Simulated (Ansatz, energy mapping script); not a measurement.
**MnO (Manganosite): exchange couplings from total energies**

Wanted: the magnetic order of MnO (Manganosite), its couplings and an estimate of its ordering temperature, by PBE+U (4 eV).

Calculated with Ansatz 0.2.0; PBE with U = 4 eV on Mn d, ortho-atomic projectors; plane waves, U on orthogonalised atomic orbitals unless named otherwise, collinear spin, no spin–orbit coupling.

### 1. Set-up

The structure is cubic, space group Fm-3m (No. 225). Conventional cell: a = 4.446 Å, b = 4.446 Å, c = 4.446 Å, α = 90.00°, β = 90.00°, γ = 90.00°. Mn has 6 O at 2.22 Å nearest. Nearest to O lie 6 Mn at 2.22 Å. Farther neighbours and most contacts between anions are not listed.

A Hubbard U penalises fractional filling of the shell. It raises the cost of virtual hops to the neighbours, so couplings that rest on such hops usually weaken.

### 2. Probe run

One run in the crystal's own cell, under PBE with U = 3.8 eV on Mn d, ortho-atomic projectors, shows which elements keep a moment. Transition or f elements with 0.3 μB or more enter the spin model; moments induced on other atoms do not.

input.yaml reads:

```yaml
crystal:
  lattice:
    - [0.0, 2.223, 2.223]
    - [2.223, 0.0, 2.223]
    - [2.223, 2.223, 0.0]
  atoms:
    - { symbol: Mn, position: [0.0, 0.0, 0.0], spin: 4.5 }
    - { symbol: O, position: [0.5, 0.5, 0.5] }
magnetization:
  spin_polarized: true
kpoints:
  mp_grid: { grid: [10, 10, 10] }
hamiltonian:
  xc: pbe
  hubbard:
    sites: [{ species: Mn, l: d, u_eff: 3.8 }]
    projectors: ortho-atomic
scf:
  occupations: { method: fermi_dirac, width: 0.05 }
output:
  eigenvalues: true
```

Started as:

```console
$ ansatz run input.yaml --threads 4 --pin off --max-ram 8192MiB --backend cpu --events-out ev --progress --plain --runs-dir out
```

Numbers of over 12 decimals in the logs are rounded to 6 here.

The program printed:

```text
Engine: ansatz 0.2.0, aarch64-unknown-linux-gnu
Pseudopotentials: kind: paw
Pseudopotential: Mn, paw, valence charge 15, recommended cutoff 420 eV (normal), Mn.paw.azcp
Pseudopotential: O, paw, valence charge 6, recommended cutoff 420 eV (normal), O.paw.azcp
Functional definition: PBE
  parameter kappa = 0.804
  parameter beta = 0.066725
  exchange = pbe_x(kappa = kappa, mu = beta*pi^2/3)
  correlation = pbe_c(beta = beta)
Crystal: 2 atoms, lattice volume = 21.971 Å³
Basis set: ecut = 420 eV, 411 PW (Γ)
Bands: 17, of which v1, the nominal top of the filled ones, is band 11 counted from 1 (10 counted from 0)
Symmetry: 48 space group operations
Space group: Fm-3m (ITA 225), of the structure as read, at distance tolerance 2.8e-5 Å
Magnetic group: BNS 225.116 (UNI 1618), of the structure as read, at distance tolerance 2.8e-5 Å
k-points: 47 of 1000
Non-local potential: Mn, projectors of the file, l = 0: 3, l = 1: 2, l = 2: 3, l = 3: 1
Non-local potential: O, projectors of the file, l = 0: 2, l = 1: 2, l = 2: 1
PAW form: soft (Blöchl's): semilocal exchange-correlation on the pseudo side does not see the compensation charge
PAW one-centre angular grid: Mn, 590 points (default); XC on 64 Gauss nodes
PAW one-centre angular grid: O, 110 points (default); XC on 64 Gauss nodes
Initial density: superposition of atomic densities (chi_scale 0.1, normalization cell, long waves kept (reshape's long-wave potential 0.00 eV rms))
Starting moments: Σ|m| = 4.5 μB on 1 of 2 sites
Initial wavefunctions: pseudopotential atomic-orbital guess
Functional: x = pbe(κ = 0.804, μ = 0.219515), c = pbe(β = 0.066725)
SCF iter   1: F=—  HF=-4466.325552 eV  |F-HF|=—  |Δ(HF+E_count)|=         —  Δρ=1.11e-1 (↑1.11e-1 ↓8.20e-2)  dr2=5.80e0  dr2_m=2.90e-1  M=4.918 μB ∫|m|=4.918 μB  β_m=1.00  ethr=3.10e-3  ⟨swp⟩=3.6  Hψ=6498  notcnv=0
preconditioner: auto → none  [metal: Δε(μ)=0.062 eV  Ē_g=13.775 eV  σ=0.050 eV  W_gap=0.30  n_scr=8 (ndim 8)  ℏωp=28.6 eV  f_vac=0.000  D(μ)=0.64/eV (n_scr^D=0)  sad-step TF]
SCF iter   2: F=—  HF=-4465.535910 eV  |F-HF|=—  |Δ(HF+E_count)|=   7.90e-1  Δρ=5.58e-2 (↑5.58e-2 ↓2.03e-2)  dr2=1.01e0  dr2_m=9.43e-2  M=5.000 μB ∫|m|=5.000 μB  β_m=1.00  ethr=3.10e-3  ⟨swp⟩=2.7  Hψ=3769  notcnv=0  defer=138
SCF iter   3: F=—  HF=-4465.368911 eV  |F-HF|=—  |Δ(HF+E_count)|=   1.67e-1  Δρ=1.62e-2 (↑1.62e-2 ↓1.07e-2)  dr2=1.30e-1  dr2_m=5.53e-3  M=5.000 μB ∫|m|=5.000 μB  β_m=1.00  ethr=3.10e-3  ⟨swp⟩=3.0  Hψ=3108  notcnv=0  defer=138
SCF iter   4: F=—  HF=-4465.431623 eV  |F-HF|=—  |Δ(HF+E_count)|=   6.27e-2  Δρ=9.07e-3 (↑9.07e-3 ↓4.78e-3)  dr2=1.31e-2  dr2_m=2.23e-3  M=5.000 μB ∫|m|=5.000 μB  β_m=1.00  ethr=6.18e-4  ⟨swp⟩=2.5  Hψ=2466  notcnv=0  defer=138
SCF iter   5: F=—  HF=-4465.479351 eV  |F-HF|=—  |Δ(HF+E_count)|=   4.77e-2  Δρ=2.09e-3 (↑7.22e-4 ↓2.09e-3)  dr2=9.25e-4  dr2_m=2.66e-4  M=5.000 μB ∫|m|=5.000 μB  β_m=0.30  ethr=6.23e-5  ⟨swp⟩=2.3  Hψ=3289  notcnv=0  defer=138
Mixer restart at iter 5: flushing history
spin-set hold released at iteration 5 (site moments contracting): the magnetisation degrees of freedom join the quasi-Newton model from the next iteration; the mixer history was flushed
SCF iter   6: F=—  HF=-4465.494878 eV  |F-HF|=—  |Δ(HF+E_count)|=   1.55e-2  Δρ=1.07e-3 (↑9.41e-4 ↓1.07e-3)  dr2=1.70e-4  dr2_m=1.41e-4  M=5.000 μB ∫|m|=5.000 μB  β_m=0.64  ethr=4.41e-6  ⟨swp⟩=2.1  Hψ=2055  notcnv=0  defer=138
SCF iter   7: F=—  HF=-4465.511014 eV  |F-HF|=—  |Δ(HF+E_count)|=   1.61e-2  Δρ=2.39e-3 (↑2.02e-3 ↓2.39e-3)  dr2=3.57e-3  dr2_m=1.96e-5  M=5.000 μB ∫|m|=5.000 μB  β_m=0.46  ethr=8.09e-7  ⟨swp⟩=2.2  Hψ=2915  notcnv=0  defer=138
SCF iter   8: F=—  HF=-4465.510125 eV  |F-HF|=—  |Δ(HF+E_count)|=   8.89e-4  Δρ=1.41e-4 (↑1.41e-4 ↓1.25e-4)  dr2=2.55e-7  dr2_m=3.38e-6  M=5.000 μB ∫|m|=5.000 μB  β_m=0.52  ethr=8.09e-7  ⟨swp⟩=2.1  Hψ=2655  notcnv=0  defer=138
SCF iter   9: F=—  HF=-4465.510127 eV  |F-HF|=—  |Δ(HF+E_count)|=   1.54e-6  Δρ=8.37e-5 (↑7.37e-5 ↓8.37e-5)  dr2=2.04e-7  dr2_m=1.14e-6  M=5.000 μB ∫|m|=5.000 μB  β_m=0.76  ethr=4.76e-10  ⟨swp⟩=6.2  Hψ=6775  notcnv=0
SCF iter  10: F=—  HF=-4465.510128 eV  |F-HF|=—  |Δ(HF+E_count)|=   8.10e-7  Δρ=2.33e-5 (↑2.33e-5 ↓1.57e-5)  dr2=1.04e-7  dr2_m=3.48e-8  M=5.000 μB ∫|m|=5.000 μB  β_m=0.67  ethr=9.72e-10  ⟨swp⟩=2.0  Hψ=2394  notcnv=0
SCF iter  11: F=-4465.510128 eV  HF=-4465.510128 eV  |F-HF|=2.44e-9  |Δ(HF+E_count)|=   3.52e-8  Δρ=7.12e-6 (↑7.12e-6 ↓4.80e-6)  dr2=1.23e-9  dr2_m=7.04e-9  M=5.000 μB ∫|m|=5.000 μB  ethr=4.76e-10  ⟨swp⟩=3.3  Hψ=4938  notcnv=0
SCF 1 converged in 11 iterations: F = -4465.510128 eV  dr2 = 1.23e-9
[...]
SCF converged after 11 iterations
Magnetization: 5.0000 μB (13.0000 up, 8.0000 down)
Absolute magnetization: 5.0000 μB (∫|ρ↑−ρ↓|, with the PAW one-centre terms)
Spin contamination: 0.0051 ħ² per cell (⟨S²⟩ above its minimum at these occupations)
Per-site moments (μB) at R_I (Å): [(4.276056, 0.9169875), (0.181793, 0.9169875)]
Free energy (F): -4465.510128 eV
Harris-Foulkes:  -4465.510128 eV  (|F-HF|=2.44e-9)
Internal energy: -4465.509885 eV  (E = F + TS)
E sigma→0 (E₀):  -4465.510006 eV
Entropy (-TS):   -0.000243 eV (-0.121 meV/atom)
Fermi energy:    13.004223 eV
--- Per-component energies (eV) ---
  E_band       = -256.174512
  E_kinetic    = 473.865460
  E_local      = -2231.791942  (includes V_loc(G=0)·N_el)
  E_nonlocal   = 303.697350
  E_hartree    = 894.704922
  E_xc         = -184.682956
  E_vxc        = -235.925883  (∫ρ·V_xc dr)
  E_hubbard    = 0.539473  (on-site DFT+U / exact-exchange correction)
  E_vhub       = -8.950648  (the Hubbard potential's part of the band-sum identity)
  E_paw        = -1466.352089  (= ΣΔE_a)
  E_vpaw       = -346.482886  (= ΣTr[D̂ρ^β])
  E_aug_tail   = 0.002415  (compensation charges beyond the density's cutoff)
  E_ewald      = -2255.492519
  E_smearing   = -0.000243  (= −TS)
  E_closure    = -0.000000  (closes the sum)
  Σ components = -4465.510128   (vs F -4465.510128, Δ=0.00e0)
--- Band table (eV; the first three rows and the last of 94) ---
  k-point 0 ↑: bands = [... 7 lower, 8.0798, 8.6160, 8.6160, 10.0216, 10.0216, 10.0216, 12.9098, 27.2674, ... 2 higher]
  k-point 1 ↑: bands = [... 7 lower, 7.9897, 8.3277, 8.3277, 9.6226, 10.5220, 10.5220, 13.6565, 26.1488, ... 2 higher]
  k-point 2 ↑: bands = [... 7 lower, 7.3770, 8.4365, 8.4365, 9.4128, 11.3563, 11.3563, 14.9956, 24.1844, ... 2 higher]
  k-point 46 ↓: bands = [... 7 lower, 8.6385, 15.8225, 16.8216, 17.0331, 17.6247, 17.6546, 22.1250, 22.8793, ... 2 higher]
Occupation matrices written to <dir>
```

Run time: 0.96 s. Hardware: 4 threads of Arm Neoverse V2, shared host; peak memory 0.29 GiB.

In the SCF lines HF is the Harris–Foulkes energy and dr2 the Hartree energy of the density residual, in eV; the loop may stop once dr2 is under the threshold and the program's other checks hold. Hψ counts applications of the Hamiltonian.

Spin moment in the sphere by atom:

```tsv
atom	spin moment in the sphere (μB)
Mn1	4.28
O2	0.18
```

The run ends ferromagnetic; Mn carries the moments.

### 3. A run to fix the orbital filling

A corrected shell can settle in several orbital fillings. One parallel run, with an occupation width a fifth wider than the orders use, therefore is to supply the occupation matrices. All orders start from them.

input.yaml, the sections that differ from step 2:

```yaml
kpoints:
  mp_grid: { grid: [7, 7, 7] }
hamiltonian:
  xc: pbe
  hubbard:
    sites: [{ species: Mn, l: d, u_eff: 4.0 }]
    projectors: ortho-atomic
scf:
  occupations: { method: fermi_dirac, width: 0.06 }
# crystal, magnetization, output: as in step 2
```

The program printed:

```text
[...]
Crystal: 2 atoms, lattice volume = 21.971 Å³
Basis set: ecut = 420 eV, 411 PW (Γ)
Bands: 17, of which v1, the nominal top of the filled ones, is band 11 counted from 1 (10 counted from 0)
Symmetry: 48 space group operations
[...]
k-points: 20 of 343
[...]
Starting moments: Σ|m| = 4.5 μB on 1 of 2 sites
[...]
SCF iter   1: F=—  HF=-4466.269121 eV  |F-HF|=—  |Δ(HF+E_count)|=         —  Δρ=1.11e-1 (↑1.11e-1 ↓7.92e-2)  dr2=5.53e0  dr2_m=3.13e-1  M=4.944 μB ∫|m|=4.944 μB  β_m=1.00  ethr=3.10e-3  ⟨swp⟩=3.4  Hψ=2744  notcnv=0
[...]
SCF iter  11: F=-4465.481855 eV  HF=-4465.481855 eV  |F-HF|=2.82e-9  |Δ(HF+E_count)|=   4.15e-8  Δρ=8.48e-6 (↑8.16e-6 ↓8.48e-6)  dr2=2.44e-9  dr2_m=1.29e-8  M=5.000 μB ∫|m|=5.000 μB  ethr=4.76e-10  ⟨swp⟩=1.5  Hψ=2167  notcnv=0
SCF 1 converged in 11 iterations: F = -4465.481855 eV  dr2 = 2.44e-9
[...]
SCF converged after 11 iterations
Magnetization: 5.0000 μB (13.0000 up, 8.0000 down)
Absolute magnetization: 5.0000 μB (∫|ρ↑−ρ↓|, with the PAW one-centre terms)
[...]
Per-site moments (μB) at R_I (Å): [(4.279670, 0.9169875), (0.177102, 0.9169875)]
Free energy (F): -4465.481855 eV
[...]
Internal energy: -4465.481127 eV  (E = F + TS)
E sigma→0 (E₀):  -4465.481491 eV
Entropy (-TS):   -0.000728 eV (-0.364 meV/atom)
Fermi energy:    12.946137 eV
[...]
--- Band table (eV; the first three rows and the last of 40) ---
  k-point 0 ↑: bands = [... 7 lower, 7.9690, 8.5053, 8.5053, 10.0355, 10.0355, 10.0355, 12.9118, 27.2658, ... 2 higher]
  k-point 1 ↑: bands = [... 7 lower, 7.6684, 8.2261, 8.2261, 9.4425, 10.8578, 10.8578, 14.2224, 25.3194, ... 2 higher]
  k-point 2 ↑: bands = [... 7 lower, 6.8032, 8.5375, 8.5375, 9.5073, 11.9916, 11.9916, 16.0273, 22.6786, ... 2 higher]
  k-point 19 ↓: bands = [... 7 lower, 8.8685, 16.1451, 16.8030, 17.1937, 17.6463, 17.8374, 22.4009, 22.9342, ... 2 higher]
Occupation matrices written to <dir>
```

The job ended after 0.59 s (4 threads; peak memory 0.27 GiB; 1.6 s of CPU time).

This step gave:

| Property | Result |
| --- | --- |
| final state | ferromagnetic |
| electrons in the corrected shells | 5.274 e |
| largest moment | 4.28 μB |

### 4. Order 1: parallel, cell A of 4 atoms

Each cell gets its own parallel run on the same mesh, so that most of the mesh error cancels in the differences.

input.yaml reads:

```yaml
crystal:
  lattice:
    - [0.0, -2.223, -2.223]
    - [0.0, 2.223, -2.223]
    - [4.446, 0.0, 0.0]
  atoms:
    - { symbol: Mn, position: [0.5, 0.5, 0.5], spin: 4.5 }
    - { symbol: Mn, position: [0.0, 0.0, 0.0], spin: 4.5 }
    - { symbol: O, position: [0.5, 0.5, 0.0] }
    - { symbol: O, position: [0.0, 0.0, 0.5] }
magnetization:
  spin_polarized: true
kpoints:
  mp_grid: { grid: [6, 6, 5] }
hamiltonian:
  xc: pbe
  hubbard:
    sites:
      - { species: Mn, l: d, u_eff: 4.0 }
      - { site: 0, l: d, u_eff: 4.0, starting_ns: [{ spin: up, occupation_matrix: mn1_major }, { spin: down, occupation_matrix: mn1_minor }] }
      - { site: 1, l: d, u_eff: 4.0, starting_ns: [{ spin: up, occupation_matrix: mn1_major }, { spin: down, occupation_matrix: mn1_minor }] }
    projectors: ortho-atomic
    occupation_matrices:
      mn1_major:
        matrix:
          - [0.995, 0.0, 0.0, 0.0, 0.0]
          - [0.0, 0.999, 0.0, 0.0, 0.0]
          - [0.0, 0.0, 0.999, 0.0, 0.0]
          - [0.0, 0.0, 0.0, 0.995, 0.0]
          - [0.0, 0.0, 0.0, 0.0, 0.999]
      mn1_minor:
        matrix:
          - [0.097, 0.0, 0.0, 0.0, 0.0]
          - [0.0, 0.032, 0.0, 0.0, 0.0]
          - [0.0, 0.0, 0.032, 0.0, 0.0]
          - [0.0, 0.0, 0.0, 0.097, 0.0]
          - [0.0, 0.0, 0.0, 0.0, 0.032]
scf:
  occupations: { method: fermi_dirac, width: 0.05 }
output:
  eigenvalues: true
  write_density: true
  write_potential: true
  elf: true
  volumetric_format: npy
```

The program printed:

```text
[...]
Crystal: 4 atoms, lattice volume = 43.942 Å³
Basis set: ecut = 420 eV, 855 PW (Γ)
Bands: 31, of which v1, the nominal top of the filled ones, is band 21 counted from 1 (20 counted from 0)
Symmetry: 32 space group operations
[...]
k-points: 30 of 180
[...]
Starting moments: Σ|m| = 9 μB on 2 of 4 sites
[...]
SCF iter   1: F=—  HF=-8932.647370 eV  |F-HF|=—  |Δ(HF+E_count)|=         —  Δρ=1.11e-1 (↑1.11e-1 ↓8.08e-2)  dr2=1.12e1  dr2_m=6.40e-1  M=9.921 μB ∫|m|=9.921 μB  β_m=1.00  ethr=3.10e-3  ⟨swp⟩=4.4  Hψ=6212  notcnv=0
[...]
spin=Collinear: Kerker preconditioning applied to the charge; magnetization (m = ρ↑ − ρ↓) channel mixes plain (no charge-response kernel on spin).
SCF iter   2: F=—  HF=-8931.027201 eV  |F-HF|=—  |Δ(HF+E_count)|=    1.62e0  Δρ=5.49e-2 (↑5.49e-2 ↓2.08e-2)  dr2=2.03e0  dr2_m=1.68e-1  M=10.000 μB ∫|m|=10.000 μB  β_m=1.00  ethr=3.10e-3  ⟨swp⟩=3.0  Hψ=4044  notcnv=0  defer=149
[...]
SCF iter  11: F=-8930.963997 eV  HF=-8930.963997 eV  |F-HF|=3.64e-12  |Δ(HF+E_count)|=   1.40e-7  Δρ=8.76e-6 (↑8.76e-6 ↓8.33e-6)  dr2=9.32e-9  dr2_m=2.52e-8  M=10.000 μB ∫|m|=10.000 μB  ethr=2.38e-10  ⟨swp⟩=2.0  Hψ=5838  notcnv=0
SCF 1 converged in 11 iterations: F = -8930.963997 eV  dr2 = 9.32e-9
[...]
SCF converged after 11 iterations
Magnetization: 10.0000 μB (26.0000 up, 16.0000 down)
Absolute magnetization: 10.0000 μB (∫|ρ↑−ρ↓|, with the PAW one-centre terms)
[...]
Per-site moments (μB) at R_I (Å): [(4.279734, 0.9169875), (4.279734, 0.9169875), (0.177051, 0.9169875), (0.177051, 0.9169875)]
Free energy (F): -8930.963997 eV
[...]
Internal energy: -8930.963012 eV  (E = F + TS)
E sigma→0 (E₀):  -8930.963505 eV
Entropy (-TS):   -0.000984 eV (-0.246 meV/atom)
Fermi energy:    12.941573 eV
[...]
--- Specified on-site occupations, and those of the state reported ---
  electrons in the specified blocks: 10.5540 specified, 10.5485 found
  site 0 (l=d) ↑: largest change of an orbital's occupation 0.0005; electrons 4.9870 specified, 4.9862 found; spectral distance 0.0005
[...]
site 0 (l=d) ↓: largest change of an orbital's occupation 0.0005; electrons 0.2900 specified, 0.2880 found; spectral distance 0.0009
[...]
--- Band table (eV; the first three rows and the last of 60) ---
  k-point 0 ↑: bands = [... 17 lower, 8.9234, 8.9392, 8.9392, 9.1131, 9.1131, 9.5234, 10.0355, 10.0358, ... 6 higher]
  k-point 1 ↑: bands = [... 17 lower, 8.4176, 8.5450, 8.8826, 9.6744, 9.6744, 9.9163, 10.1468, 10.1468, ... 6 higher]
  k-point 2 ↑: bands = [... 17 lower, 8.0126, 8.6478, 8.7767, 10.1408, 10.1408, 10.2782, 10.2782, 10.3730, ... 6 higher]
  k-point 29 ↓: bands = [... 17 lower, 15.9038, 16.9047, 16.9047, 17.1066, 17.1066, 17.7122, 17.7122, 17.7256, ... 6 higher]
Occupation matrices written to <dir>
```

Wall time 1.9 s (4 threads); peak memory 0.35 GiB.

Spin moment in the sphere by atom:

```tsv
atom	spin moment in the sphere (μB)
Mn1	4.28
Mn2	4.28
O3	0.18
O4	0.18
```

The run ends ferromagnetic.

Spin density in the ac plane of the conventional cell at fractional y = 0.000, with atoms of Mn and O within 0.2 Å of it.

Ten even steps from '_' (0.0 e/Å³) to '@' (8.3 e/Å³), each cell a mean:
```
##--____________________..++
::..______________________..
____________________________
____________________________
____________________________
__________..--==::__________
__________::##@@==__________
__________..++##--__________
____________..::..__________
____________________________
____________________________
____________________________
==::____________________..--
@@==____________________::##
```
Columns run along a (4.4 Å), rows up along c (4.4 Å), edges of the conventional cell, whose origin can differ from the input's. Atoms in or near the plane, at fractional coordinates: Mn at (0.50, 0.50), Mn at (0.00, 0.00), O at (0.00, 0.50), O at (0.50, 0.00).

ELF in the ac plane of the conventional cell at fractional y = 0.000, with atoms of Mn and O within 0.2 Å of it. It is the smooth field of the valence electrons, not physical close to the nuclei.

Ten even steps from '_' (0.09) to '@' (0.87), each cell a mean:
```
@@##--__++@@##**%%%%::..++%%
**==..__==%%%%%%%%**..__::++
..______..==++++++::______..
::::..__________________..::
%%##==..__..----::____::**%%
%%%%##::__==##%%**::__++%%%%
--%%%%::..**@@@@%%--__++%%**
**%%%%::..++%%@@##--__++%%##
%%%%**..__::++**==..__==%%%%
++++::______....______..==++
__________..::::::..________
--::____::**%%%%##==..__..--
%%**::__==%%%%%%@@##::__==##
@@%%--__++@@**==%%%%::..**@@
```
Columns run along a (4.4 Å), rows up along c (4.4 Å), edges of the conventional cell, whose origin can differ from the input's. Atoms in or near the plane, at fractional coordinates: Mn at (0.50, 0.50), Mn at (0.00, 0.00), O at (0.00, 0.50), O at (0.50, 0.00).

[end of part 1 of 2]

[Logs and program files are shortened in this print: banners, set-up blocks, solver, clock and traceback lines can be left out without a mark of their own.]

[Logs are printed without paths, hosts, clocks, repeated set-up lines and the standing remarks that a program may print on its own settings, such as how far it seeks lower states.]

[Hosts, paths, dates, database ids (printed as entryN), source tags and the programs' standing remarks are cut or masked in the printed files.]

[Where a cell is said to come from a database of computed structures, the database is the Materials Project.]
